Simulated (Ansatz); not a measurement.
# W(110) film, 5 layers, flat: channels in plane against thickness

Wanted: in-plane conductance by layer count, from W(110) film, 5 layers, flat.

Calculated with Ansatz 0.2.0; Ansatz plane-wave DFT, PBE, PAW files; ballistic transport by layer matching (Landauer), zero bias; PAW set soft_1.

Most raw output is cut from this account.

## 1. Set-up

The cell holds 10 atoms: 10 W. Its edges and angles: a = 19.951 Å, b = 3.165 Å, c = 4.476 Å, α = 90.0°, β = 90.0°, γ = 90.0°. It derives from W. Vacuum lies along a. The structure's axis is c.

## 2. With 5 layers

Vacuum lies along the first vector, which takes one k-point, and the current runs in the film's plane. One period is a perfect wire, so its channels are the result. Energies from -0.27 to 0.27 eV in steps of 0.036 eV cover the slope of the Fermi function at 300 K, so the program can form a conductance.

6

input.yaml reads:

```yaml
crystal:
  lattice:
    - [19.9514061644, 0.0, 0.0]
    - [0.0, 3.1648, 0.0]
    - [0.0, 0.0, 4.4757030822]
  atoms:
    - { symbol: W, position: [0.2255480122, 0.0, 0.0] }
    - { symbol: W, position: [0.2255480122, 0.5, 0.5] }
    - { symbol: W, position: [0.3377131158, 0.5, 0.0] }
    - { symbol: W, position: [0.3377131158, 0.0, 0.5] }
    - { symbol: W, position: [0.4498782195, 0.0, 0.0] }
    - { symbol: W, position: [0.4498782195, 0.5, 0.5] }
    - { symbol: W, position: [0.5620433232, 0.5, 0.0] }
    - { symbol: W, position: [0.5620433232, 0.0, 0.5] }
    - { symbol: W, position: [0.6742084269, 0.0, 0.0] }
    - { symbol: W, position: [0.6742084269, 0.5, 0.5] }
kpoints:
  mp_grid: { grid: [1, 13, 9] }
hamiltonian:
  xc: pbe
  pseudopotentials: { kind: paw, azcp: { folder: soft_1 } }
scf:
  occupations: { method: fermi_dirac, width: 0.1 }
output:
  transmission:
    leads: [[0, 0]]
    kmesh: [1, 30]
    e_range: [-0.27, 0.27]
    de: 0.036
```

Started as:

```console
$ ansatz run input.yaml --threads 4 --pin off --max-ram 8192MiB --backend cpu --events-out ev --progress --plain --runs-dir out
```

Run time: 21 min. Hardware: 4 threads of Arm Neoverse V1, shared host; peak memory 3.6 GiB.

This step gave:

```yaml
free_energy: -103853.4735 eV
energy_at_zero_smearing: -103853.3558 eV
fermi_energy: 10.54 eV
cell_area: 63.14 Å²
estimated_errors_of_the_lead_s_conductance: 0, 9.6, 1 % (band edges, k-mesh, distance from neutral)
lead_conductance_per_cell: 5.099 G₀
```

Per spin. Open channels, zone mean, lead against energy, zero at the Fermi level:

| energy (eV) | open channels, zone mean, lead |
| --- | --- |
| -0.270 | 5.1 |
| -0.234 | 5.17 |
| -0.198 | 5.23 |
| -0.162 | 5.27 |
| -0.126 | 5.13 |
| -0.090 | 5.2 |
| -0.054 | 5 |
| -0.018 | 4.73 |
| 0.018 | 5.13 |
| 0.054 | 5.4 |
| 0.090 | 5.73 |
| 0.126 | 5.87 |
| 0.162 | 6.07 |
| 0.198 | 6.07 |
| 0.234 | 6.57 |
| 0.270 | 6.37 |

The program's largest error estimate for it is 9.6 %, from the k-mesh.

## 3. With 6 layers, thickness 13.427 A

The film grows to 6 layers.

 

System of this step: W(110) film, 6 layers, flat. The cell holds 12 atoms: 12 W. Its edges and angles: a = 22.189 Å, b = 3.165 Å, c = 4.476 Å, α = 90.0°, β = 90.0°, γ = 90.0°. It derives from W. Vacuum lies along a. The structure's axis is c.

input.yaml, the sections that differ from step 2:

```yaml
crystal:
  lattice:
    - [22.1892577055, 0.0, 0.0]
    - [0.0, 3.1648, 0.0]
    - [0.0, 0.0, 4.4757030822]
  atoms:
    - { symbol: W, position: [0.2028008354, 0.0, 0.0] }
    - { symbol: W, position: [0.2028008354, 0.5, 0.5] }
    - { symbol: W, position: [0.3036537603, 0.5, 0.0] }
    - { symbol: W, position: [0.3036537603, 0.0, 0.5] }
    - { symbol: W, position: [0.4045066852, 0.0, 0.0] }
    - { symbol: W, position: [0.4045066852, 0.5, 0.5] }
    - { symbol: W, position: [0.5053596101, 0.5, 0.0] }
    - { symbol: W, position: [0.5053596101, 0.0, 0.5] }
    - { symbol: W, position: [0.606212535, 0.0, 0.0] }
    - { symbol: W, position: [0.606212535, 0.5, 0.5] }
    - { symbol: W, position: [0.70706546, 0.5, 0.0] }
    - { symbol: W, position: [0.70706546, 0.0, 0.5] }
# kpoints, hamiltonian, scf, output: as in step 2
```

It took 32 min on 4 threads; peak memory 4.6 GiB; 2 h of CPU time.

This step gave:

- free energy: -124625.3555 eV
- energy at zero smearing: -124625.2282 eV
- Fermi energy: 11.74 eV
- cell area: 70.22 Å²
- estimated errors of the lead's conductance: 0, 12.1, 1.2 % (band edges, k-mesh, distance from neutral)
- lead conductance per cell: 5.764 G₀

Per spin. Open channels, zone mean, lead against energy, zero at the Fermi level:

| energy (eV) | open channels, zone mean, lead |
| --- | --- |
| -0.270 | 5.93 |
| -0.234 | 5.93 |
| -0.198 | 5.73 |
| -0.162 | 5.63 |
| -0.126 | 5.63 |
| -0.090 | 5.83 |
| -0.054 | 5.77 |
| -0.018 | 5.67 |
| 0.018 | 5.67 |
| 0.054 | 6.2 |
| 0.090 | 6.67 |
| 0.126 | 6.73 |
| 0.162 | 6.93 |
| 0.198 | 6.53 |
| 0.234 | 6.73 |
| 0.270 | 7.03 |

The lead conductance per cell is 5.76 G₀, 13 % over the 5.10 G₀ of the last finished run, no more than the error estimates, leads' steps apart, of 9.6 and 12 % together.

## 4. With 7 layers, thickness 15.665 A

The film grows to 7 layers.

i

System of this step: W(110) film, 7 layers, flat. The cell holds 14 atoms: 14 W. Its edges and angles: a = 24.427 Å, b = 3.165 Å, c = 4.476 Å, α = 90.0°, β = 90.0°, γ = 90.0°. It derives from W. Vacuum lies along a. The structure's axis is c.

input.yaml, the sections that differ from step 3:

```yaml
crystal:
  lattice:
    - [24.4271092466, 0.0, 0.0]
    - [0.0, 3.1648, 0.0]
    - [0.0, 0.0, 4.4757030822]
  atoms:
    - { symbol: W, position: [0.184221553, 0.0, 0.0] }
    - { symbol: W, position: [0.184221553, 0.5, 0.5] }
    - { symbol: W, position: [0.2758349944, 0.5, 0.0] }
    - { symbol: W, position: [0.2758349944, 0.0, 0.5] }
    - { symbol: W, position: [0.3674484357, 0.0, 0.0] }
    - { symbol: W, position: [0.3674484357, 0.5, 0.5] }
    - { symbol: W, position: [0.4590618771, 0.5, 0.0] }
    - { symbol: W, position: [0.4590618771, 0.0, 0.5] }
    - { symbol: W, position: [0.5506753185, 0.0, 0.0] }
    - { symbol: W, position: [0.5506753185, 0.5, 0.5] }
    - { symbol: W, position: [0.6422887599, 0.5, 0.0] }
    - { symbol: W, position: [0.6422887599, 0.0, 0.5] }
    - { symbol: W, position: [0.7339022013, 0.0, 0.0] }
    - { symbol: W, position: [0.7339022013, 0.5, 0.5] }
# kpoints, hamiltonian, scf, output: as in step 3
```

It took 48 min on 4 threads; peak memory 5.5 GiB.

This step gave:

```
free energy                                : -145397.2053 eV
energy at zero smearing                    : -145397.0649 eV
Fermi energy                               : 12.71 eV
cell area                                  : 77.31 Å²
estimated errors of the lead's conductance : 0, 7.1, 1 % (band edges, k-mesh, distance from neutral)
lead conductance per cell                  : 6.491 G₀
```

Per spin. The open channels, zone mean, lead by energy, zero at the Fermi level:

| energy (eV) | open channels, zone mean, lead |
| --- | --- |
| -0.270 | 6.17 |
| -0.234 | 6.1 |
| -0.198 | 6.3 |
| -0.162 | 6.1 |
| -0.126 | 6.3 |
| -0.090 | 6.37 |
| -0.054 | 6.37 |
| -0.018 | 6.3 |
| 0.018 | 6.7 |
| 0.054 | 6.9 |
| 0.090 | 6.87 |
| 0.126 | 7.27 |
| 0.162 | 7.67 |
| 0.198 | 7.53 |
| 0.234 | 7.6 |
| 0.270 | 8.07 |

The lead conductance per cell is 6.49 G₀, 13 % over the 5.76 G₀ of the last finished run, no more than the error estimates, leads' steps apart, of 12 and 7.1 % together.

## 5. All levels side by side

Times are for 4 threads of Arm Neoverse V1, shared host. The series side by side:

| no. | layers | lead conductance per cell (G₀) | time | memory (GiB) |
| --- | --- | --- | --- | --- |
| 1 | 5 | 5.099 | 21 min | 3.6 |
| 2 | 6 | 5.764 | 32 min | 4.6 |
| 3 | 7 | 6.491 | 48 min | 5.5 |

The runs together. Table of open channels, zone mean by energy, zero at the Fermi level:

| energy (eV) | 5 | 6 | 7 |
| --- | --- | --- | --- |
| -0.270 | 5.1 | 5.93 | 6.17 |
| -0.234 | 5.17 | 5.93 | 6.1 |
| -0.198 | 5.23 | 5.73 | 6.3 |
| -0.162 | 5.27 | 5.63 | 6.1 |
| -0.126 | 5.13 | 5.63 | 6.3 |
| -0.090 | 5.2 | 5.83 | 6.37 |
| -0.054 | 5 | 5.77 | 6.37 |
| -0.018 | 4.73 | 5.67 | 6.3 |
| 0.018 | 5.13 | 5.67 | 6.7 |
| 0.054 | 5.4 | 6.2 | 6.9 |
| 0.090 | 5.73 | 6.67 | 6.87 |
| 0.126 | 5.87 | 6.73 | 7.27 |
| 0.162 | 6.07 | 6.93 | 7.67 |
| 0.198 | 6.07 | 6.53 | 7.53 |
| 0.234 | 6.57 | 6.73 | 7.6 |
| 0.270 | 6.37 | 7.03 | 8.07 |

## 6. Results

```yaml
conductance_per_cell_5_layers: 5.10 G₀
conductance_per_cell_6_layers: 5.76 G₀
conductance_per_cell_7_layers: 6.49 G₀
```

In words: The conductance per cell width goes from 5.10 G0 at 5 to 6.49 G0 at 7 layers. Over the film's own cross-section (layers × spacing × width) the conductance runs from 1.1 to 1.0×10¹⁵ S/m²; that nominal section leaves out the charge that spills into the vacuum, which flatters the thinnest films. The gains from one thickness to the next are 0.67 and 0.73 G0 per added layer; their spread isn't beyond the error estimates. The film repeats perfectly along the current, so nothing scatters; its faces are clean and not relaxed. Spin-orbit coupling is left out, which matters for W. The program's error estimates for the conductances, leads' steps apart, run from 7.1 to 12 %.

[Logs are printed without paths, hosts, clocks, repeated set-up lines and the standing remarks that a program may print on its own settings, such as how far it seeks lower states.]

[Hosts, paths, dates, database ids (printed as entryN), source tags and the programs' standing remarks are cut or masked in the printed files.]
